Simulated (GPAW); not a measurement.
# Polarising C/Ag(111) with a field along the normal

The dipole of the cell at several fields, atoms fixed. What does the strongest field give, and what length does the slope stand for?

How it was computed: GPAW 26.7.0, plane waves (500 eV), PAW setups, PBE, 12×12 mesh, a dipole layer in the vacuum; geometry relaxed without an applied field with GPAW. The cell's area is 7.24 Å², and e/ε0 = 180.95 V Å.

The runs, one held back:

| field (V/Å) | dipole (e Å) |
| --- | --- |
| −0.2 | −0.1800 |
| −0.1 | −0.1351 |
| −0.05 | −0.1127 |
| 0.05 | −0.0673 |
| 0.1 | ? |

To predict: What is the dipole at 0.1 V/Å?

A: A line through the 4 points has the slope α = 0.451 e Å per V/Å and the intercept p₀ = −0.0900 e Å (r.m.s. residual 1.3e−04). At 0.1 V/Å it gives p = −0.0900 + 0.451 × 0.1 = −0.0449 e Å; the run gives −0.0448 e Å, so the response stays linear to 0.2 % of the induced part. Dividing by ε0 and the area: α/(ε0 A) = 0.451 × 180.95 / 7.24 = 11.26 Å, against 8.64 Å between the outer nuclei.

**Limits.** This is the electronic response alone; ions that move would add to it in polar layers. No run was spin-polarised, so magnetic states weren't tested.
